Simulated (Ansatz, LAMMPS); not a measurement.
# Structural relaxation of amorphous 62TiO2-38Al2O3 (mol %) (90 atoms)

Wanted: the relaxed structure of amorphous 62TiO2-38Al2O3 (mol %) (90 atoms) and its electronic structure.

Calculated with Ansatz 0.2.0; Kohn-Sham DFT, PBE, PAW (set soft_2), plane waves.

This is a report of a sequence of runs, with most program output left out.

## (1) Starting point

The cell holds 90 atoms: 15 Ti, 18 Al and 57 O. Cell: a = 10.196 Å, b = 10.196 Å, c = 10.196 Å, α = 90.0°, β = 90.0°, γ = 90.0°. 90 atoms (15 Ti, 18 Al, 57 O) placed at random at 3.31 g/cm³, melted at 5000 K for 10 ps at fixed volume with the Morse and Coulomb pair potential with partial charges (Pedone, Malavasi, Menziani, Cormack and Segre, J. Phys. Chem. B 110, 11780 (2006)). Quenched from 5000 K to 300 K at 50 K/ps and fixed volume, held 5 ps, then minimised at fixed cell.

Before any run, some limits are plain. The quench rate of 50 K/ps far exceeds what a furnace or splat quench reaches, so expect more defects and frozen-in strain than in a real sample. The starting topology of bonds comes from the classical model. Only the Γ point is sampled in the main run, in a cell whose shortest periodic width is 10 Å.

## (2) Making the structure

A classical potential makes the cell, at a small fraction of what the same run would cost in DFT.

This step: classical MD, Morse and Coulomb pair potential with partial charges (Pedone, Malavasi, Menziani, Cormack and Segre, J. Phys. Chem. B 110, 11780 (2006)) (LAMMPS 22 Jul 2025 - Update 4).

The input, in.lmp:

```
# melt-quench of Ti15Al18O57
units metal
atom_style charge
boundary p p p
region box block 0 10.1960 0 10.1960 0 10.1960
create_box 3 box
mass 1 47.8670   # Ti
mass 2 26.9815   # Al
mass 3 15.9990   # O
create_atoms 1 random 15 41526 NULL overlap 1.5 maxtry 2000
create_atoms 2 random 18 41533 NULL overlap 1.5 maxtry 2000
create_atoms 3 random 57 41540 NULL overlap 1.5 maxtry 2000
pair_style hybrid/overlay pedone 5.5 coul/long 8.0
pair_coeff * * coul/long
pair_coeff 1 3 pedone 0.024235 2.254703 2.708943 1   # Ti-O
pair_coeff 2 3 pedone 0.361581 1.900442 2.164818 0.9   # Al-O
pair_coeff 3 3 pedone 0.042395 1.379316 3.618701 22   # O-O
set type 1 charge 2.4
set type 2 charge 1.8
set type 3 charge -1.2
kspace_style pppm 1.0e-4
neigh_modify delay 0 every 1 check yes
thermo_style custom step time temp pe press density
thermo_modify norm yes
timestep 0.002
thermo 100
min_style cg
minimize 1e-4 1e-4 200 2000
reset_timestep 0
velocity all create 5000 41527 mom yes dist gaussian
fix lim all nve/limit 0.05
fix lan all langevin 5000 5000 0.2 41528 zero yes
thermo 500
run 1000 post no
# [... 10 lines left out ...]
thermo 1250
fix md all nvt temp 300 300 0.2
run 2500 post no
unfix md
thermo 100
min_style cg
minimize 0 1e-3 2000 20000
write_dump all custom glass.dump id type xs ys zs modify sort id
```

Run with:

```
$ lmp -in in.lmp -log none -nocite
```

The job ended after 28 s (1 thread of AMD EPYC 7B13 (Zen 3), shared host; peak memory 0.073 GiB).

## (3) Single point at the start

The forces at the start show how far the geometry lies from a minimum of this functional.

The input, input.yaml:

```yaml
crystal:
  lattice:
    - [10.196, 0.0, 0.0]
    - [0.0, 10.196, 0.0]
    - [0.0, 0.0, 10.196]
  atoms:
    - { symbol: Ti, position: [0.51013, 0.8794, 0.22534] }
    - { symbol: Ti, position: [0.6794, 0.39859, 0.57568] }
    - { symbol: Ti, position: [0.18587, 0.58179, 0.11274] }
    - { symbol: Ti, position: [0.01264, 0.28949, 0.23402] }
    - { symbol: Ti, position: [0.72266, 0.57617, 0.06499] }
    - { symbol: Ti, position: [0.67733, 0.25427, 0.92449] }
    - { symbol: Ti, position: [0.6918, 0.22412, 0.25644] }
    - { symbol: Ti, position: [0.18789, 0.86335, 0.31085] }
[... 78 atom lines left out ...]
    - { symbol: O, position: [0.21719, 0.2507, 0.8958] }
    - { symbol: O, position: [0.8677, 0.93135, 0.1241] }
    - { symbol: O, position: [0.4894, 0.40883, 0.59313] }
    - { symbol: O, position: [0.81294, 0.05949, 0.60556] }
kpoints:
  mp_grid: { grid: [1, 1, 1] }
hamiltonian:
  xc: pbe
scf:
  occupations: { method: fermi_dirac, width: 0.025 }
output:
  forces: true
```

Run with:

```
$ ansatz run input.yaml --threads 4 --pin off --max-ram 8192MiB --backend cpu --events-out ev --progress --plain --runs-dir out
```

The job ended after 11 s (4 threads of AMD EPYC 7B13 (Zen 3), shared host; peak memory 1.5 GiB; 39 s of CPU time).

Read from the output:

```
free energy            : -79630.6168 eV
free energy per atom   : -884.7846 eV/atom
SCF cycles             : 12
r.m.s. force component : 0.6121 eV/Å
longest force          : 1.921 eV/Å
Fermi energy           : 7.042 eV
```

The r.m.s. force component of 0.61 eV/Å sets the starting point.

Neighbours are counted within 2.27 Å (O-Al), 2.64 Å (O-Ti).

Length of the force by element and coordination:

| element | coordination | atoms | mean length of the force (eV/Å) | spread | least | most |
| --- | --- | --- | --- | --- | --- | --- |
| Al | all | 18 | 0.935 | 0.327 | 0.381 | 1.60 |
| Al | 4 | 11 | 1.06 | 0.318 | 0.576 | 1.60 |
| Al | 5 | 6 | 0.778 | 0.243 | 0.381 | 1.20 |
| Al | 6 | 1 | 0.547 | 0 | 0.547 | 0.547 |
| O | all | 57 | 0.964 | 0.433 | 0.271 | 1.92 |
| O | 2 | 19 | 0.917 | 0.406 | 0.409 | 1.92 |
| O | 3 | 38 | 0.988 | 0.444 | 0.271 | 1.91 |
| Ti | all | 15 | 1.09 | 0.370 | 0.521 | 1.76 |
| Ti | 4 | 5 | 0.948 | 0.269 | 0.521 | 1.33 |
| Ti | 5 | 8 | 1.01 | 0.289 | 0.577 | 1.41 |
| Ti | 6 | 2 | 1.75 | 0.0055 | 1.75 | 1.76 |

## (4) Cell and atoms relaxed

The cell is relaxed with the atoms, since the starting lattice needn't suit this functional.

input.yaml: that of step 3 with these lines changed.

```diff
@@ -15 +15,5 @@
   forces: true
+relax:
+  f_tol: 0.04
+  max_steps: 250
+  cell: {}
```

It took 1.8 min on 4 threads; peak memory 1.5 GiB; 6.5 min of CPU time.

Relaxation path:

| step | energy less that of the first step (eV) | largest force component (eV/Å) | pressure (GPa) | volume (Å³) |
| --- | --- | --- | --- | --- |
| 1 | 0.0000 | 1.9179 | 4.40 | 1059.96 |
| 2 | -1.5933 | 1.1739 | 1.71 | 1068.07 |
| 3 | -2.3540 | 0.6725 | -0.42 | 1075.83 |
| 4 | -2.8139 | 0.3315 | 0.15 | 1070.78 |
| 5 | -2.8940 | 0.2997 | -0.09 | 1074.75 |
| 6 | -2.9211 | 0.1990 | -0.01 | 1073.31 |
| 7 | -2.9426 | 0.0620 | 0.00 | 1074.43 |
| 8 | -2.9466 | 0.0356 | 0.01 | 1074.42 |
| 9* | -3.0104 | 0.0358 | 0.13 | 1074.42 |
| 10 | -3.0071 | 0.0240 | 0.00 | 1075.86 |
| 11* | -3.0122 | 0.0241 | 0.00 | 1075.86 |

Relaxation steps marked * repeat the geometry before them on a plane-wave basis chosen anew for their cell, so energy and pressure can jump there.

| cell as run | before | after | change |
| --- | --- | --- | --- |
| a (Å) | 10.196 | 10.311 | +1.1 % |
| b (Å) | 10.196 | 10.153 | -0.4 % |
| c (Å) | 10.196 | 10.278 | +0.8 % |
| α (°) | 90.00 | 89.56 | -0.5 % |
| β (°) | 90.00 | 89.30 | -0.8 % |
| γ (°) | 90.00 | 89.41 | -0.7 % |
| volume (Å³/atom) | 11.78 | 11.95 | +1.5 % |

The atoms that moved most (Å, as changes of fractional coordinates times the final cell):

| atom | dx | dy | dz | length |
| --- | --- | --- | --- | --- |
| O34 | -0.115 | -0.293 | 0.315 | 0.445 |
| Al26 | -0.310 | -0.116 | 0.047 | 0.334 |
| O51 | 0.010 | -0.249 | -0.214 | 0.328 |
| O83 | -0.164 | -0.025 | 0.229 | 0.283 |
| O76 | 0.180 | -0.161 | -0.034 | 0.243 |
| Al20 | -0.015 | -0.218 | -0.103 | 0.242 |
| O77 | 0.022 | -0.203 | 0.091 | 0.224 |
| Ti15 | -0.013 | 0.051 | -0.217 | 0.223 |

The relaxation changed the energy by -33.5 meV/atom, and atoms moved by 0.14 Å r.m.s., 0.45 Å at most.

## (5) Distances and neighbours after relaxation

Bonds before and after, by the cutoffs listed below:

| pair | bonds before | bonds after | mean before (Å) | mean after (Å) | spread before (Å) | spread after (Å) |
| --- | --- | --- | --- | --- | --- | --- |
| O-Al | 82 | 83 | 1.846 | 1.848 | 0.136 | 0.085 |
| O-Ti | 72 | 75 | 1.904 | 1.948 | 0.135 | 0.178 |

Density 3.27 g/cm³, 11.95 Å³ an atom.

g(r), total and by pair (bins of 0.2 Å):

| r (Å) | total | O-O | O-Al | O-Ti | Al-Al | Al-Ti | Ti-Ti |
| --- | --- | --- | --- | --- | --- | --- | --- |
| 1.70 | 1.33 | 0.00 | 3.24 | 2.41 | 0.00 | 0.00 | 0.00 |
| 1.90 | 2.86 | 0.00 | 6.66 | 5.55 | 0.00 | 0.00 | 0.00 |
| 2.10 | 0.40 | 0.00 | 0.20 | 1.65 | 0.00 | 0.00 | 0.00 |
| 2.30 | 0.06 | 0.05 | 0.08 | 0.10 | 0.00 | 0.00 | 0.00 |
| 2.50 | 0.42 | 0.80 | 0.06 | 0.41 | 0.00 | 0.00 | 0.00 |
| 2.70 | 1.15 | 2.70 | 0.16 | 0.00 | 0.73 | 0.00 | 0.00 |
| 2.90 | 1.43 | 2.88 | 0.29 | 0.12 | 2.51 | 1.14 | 0.00 |
| 3.10 | 1.12 | 1.63 | 0.51 | 0.15 | 4.61 | 1.31 | 1.18 |
| 3.30 | 1.11 | 0.95 | 0.72 | 0.68 | 2.68 | 3.60 | 2.05 |
| 3.50 | 0.95 | 0.69 | 1.12 | 0.74 | 1.10 | 1.42 | 3.37 |
| 3.70 | 0.90 | 0.58 | 1.19 | 1.38 | 0.19 | 0.48 | 1.12 |
| 3.90 | 1.06 | 0.71 | 1.48 | 1.46 | 0.69 | 0.51 | 1.00 |
| 4.10 | 0.92 | 0.53 | 1.36 | 1.35 | 0.00 | 0.83 | 0.68 |
| 4.30 | 1.15 | 0.63 | 1.54 | 1.81 | 0.44 | 1.08 | 1.26 |
| 4.50 | 1.00 | 0.65 | 1.42 | 1.44 | 0.52 | 0.55 | 0.76 |
| 4.70 | 1.03 | 0.89 | 1.25 | 0.95 | 1.07 | 1.28 | 1.02 |
| 4.90 | 0.95 | 1.19 | 0.79 | 0.78 | 0.66 | 0.79 | 1.11 |

Bonds by pair of elements; cutoffs follow the first minimum of g(r), held within bounds set by covalent radii, and pairs that aren't listed don't count as bonded:

| pair A-B | cutoff (Å) | bonds | mean length (Å) | spread (Å) | shortest (Å) | B about A | A about B |
| --- | --- | --- | --- | --- | --- | --- | --- |
| O-Al | 2.43 | 83 | 1.85 | 0.085 | 1.72 | 1.46 | 4.61 |
| O-Ti | 2.64 | 75 | 1.95 | 0.178 | 1.72 | 1.32 | 5 |

How many atoms have how many bonded neighbours:

| element | mean | 2 | 3 | 4 | 5 | 6 |
| --- | --- | --- | --- | --- | --- | --- |
| Al | 4.61 | 0 | 0 | 9 | 7 | 2 |
| O | 2.77 | 14 | 42 | 1 | 0 | 0 |
| Ti | 5 | 0 | 0 | 4 | 7 | 4 |

Bond angles, per cent of each kind in bins of 5°:

| angle (°) | O-Al-O | O-Ti-O | Al-O-Ti | Al-O-Al | Ti-O-Ti |
| --- | --- | --- | --- | --- | --- |
| 65–70 | 0.0 | 1.3 | 0.0 | 0.0 | 0.0 |
| 70–75 | 0.6 | 5.8 | 0.0 | 0.0 | 0.0 |
| 75–80 | 4.5 | 5.2 | 0.0 | 2.1 | 0.0 |
| 80–85 | 5.2 | 9.1 | 1.5 | 0.0 | 0.0 |
| 85–90 | 13.6 | 5.2 | 0.0 | 4.2 | 0.0 |
| 90–95 | 10.4 | 13.0 | 7.7 | 8.3 | 9.1 |
| 95–100 | 13.0 | 6.5 | 9.2 | 6.2 | 0.0 |
| 100–105 | 7.8 | 12.3 | 12.3 | 2.1 | 12.1 |
| 105–110 | 8.4 | 13.6 | 4.6 | 14.6 | 0.0 |
| 110–115 | 9.1 | 5.8 | 3.1 | 8.3 | 6.1 |
| 115–120 | 7.8 | 3.2 | 10.8 | 16.7 | 3.0 |
| 120–125 | 5.2 | 1.3 | 9.2 | 8.3 | 12.1 |
| 125–130 | 2.6 | 1.3 | 13.8 | 10.4 | 9.1 |
| 130–135 | 1.3 | 1.3 | 6.2 | 12.5 | 15.2 |
| 135–140 | 0.6 | 1.3 | 6.2 | 4.2 | 15.2 |
| 140–145 | 0.0 | 1.3 | 4.6 | 2.1 | 0.0 |
| 145–150 | 1.3 | 1.9 | 3.1 | 0.0 | 9.1 |
| 150–155 | 0.6 | 1.9 | 0.0 | 0.0 | 3.0 |
| 155–160 | 1.3 | 3.2 | 3.1 | 0.0 | 0.0 |
| 160–165 | 1.9 | 1.3 | 1.5 | 0.0 | 0.0 |
| 165–170 | 1.3 | 2.6 | 1.5 | 0.0 | 6.1 |
| 170–175 | 1.3 | 0.0 | 0.0 | 0.0 | 0.0 |
| 175–180 | 1.9 | 1.3 | 1.5 | 0.0 | 0.0 |

Bond angles (no mean is given where the spread exceeds 20°):

| angle | count | mean (°) | spread (°) |
| --- | --- | --- | --- |
| O-Al-O | 154 | - | - |
| O-Ti-O | 154 | - | - |
| Al-O-Ti | 65 | - | - |
| Al-O-Al | 48 | 114 | 14.7 |
| Ti-O-Ti | 33 | 127 | 19.2 |

Oxygen atoms by the number of network formers (Si, P, Ge, B, Al, As, Ga) bound to them:

| network formers bound to O | O atoms | per cent |
| --- | --- | --- |
| 0 | 10 | 17.5 |
| 1 | 23 | 40.4 |
| 2 | 12 | 21.1 |
| 3 | 12 | 21.1 |

Network units: each former by its oxygen neighbours and how many of them bridge to another former:

| former | O neighbours | bridging O | atoms |
| --- | --- | --- | --- |
| Al | 4 | 2 | 2 |
| Al | 4 | 3 | 6 |
| Al | 4 | 4 | 1 |
| Al | 5 | 2 | 1 |
| Al | 5 | 3 | 1 |
| Al | 5 | 4 | 3 |
| Al | 5 | 5 | 2 |
| Al | 6 | 3 | 1 |
| Al | 6 | 4 | 1 |

Bond length by coordination (bonds to H left out):

| element | coordination | atoms | mean bond length (Å) |
| --- | --- | --- | --- |
| Al | 4 | 9 | 1.79 |
| Al | 5 | 7 | 1.88 |
| Al | 6 | 2 | 1.94 |
| O | 2 | 14 | 1.80 |
| O | 3 | 42 | 1.91 |
| O | 4 | 1 | 2.03 |
| Ti | 4 | 4 | 1.83 |
| Ti | 5 | 7 | 1.93 |
| Ti | 6 | 4 | 2.05 |

Rings of the network by King's shortest-path rule, up to 12 atoms, one path for each pair of neighbours; H, halogens, alkali and alkaline-earth atoms are left out, and the last column divides by all other atoms, bonded or not:

| ring size (atoms) | rings | per network atom |
| --- | --- | --- |
| 4 | 22 | 0.244 |
| 6 | 38 | 0.422 |
| 8 | 88 | 0.978 |
| 10 | 35 | 0.389 |
| 12 | 3 | 0.033 |

For some of the pairs, g(r) has its first main peak near 2.8 Å (O-O), 1.8 Å (O-Al), 1.9 Å (O-Ti), 3.1 Å (Al-Al), 3.3 Å (Al-Ti) and 3.5 Å (Ti-Ti). Counting bonds as in the table, 50 % of Al atoms have 4, 74 % of O atoms have 3 and 47 % of Ti atoms have 5 bonded neighbours. Counting bonds to Al alone, not to Ti, 21 % of the oxygens join two of these atoms and 40 % one; 21 % join three; 18 % join none. The commonest Al unit has 4 oxygens, 3 of them shared with other formers (6 of 18 atoms). Rings of 8 atoms are the most common (47 % of those counted); sizes run from 4 to 12, where the search stops.

[end of part 1 of 2]

[Logs are printed without paths, hosts, clocks, repeated set-up lines and the standing remarks that a program may print on its own settings, such as how far it seeks lower states.]

[Hosts, paths, dates, database ids (printed as entryN), source tags and the programs' standing remarks are cut or masked in the printed files.]
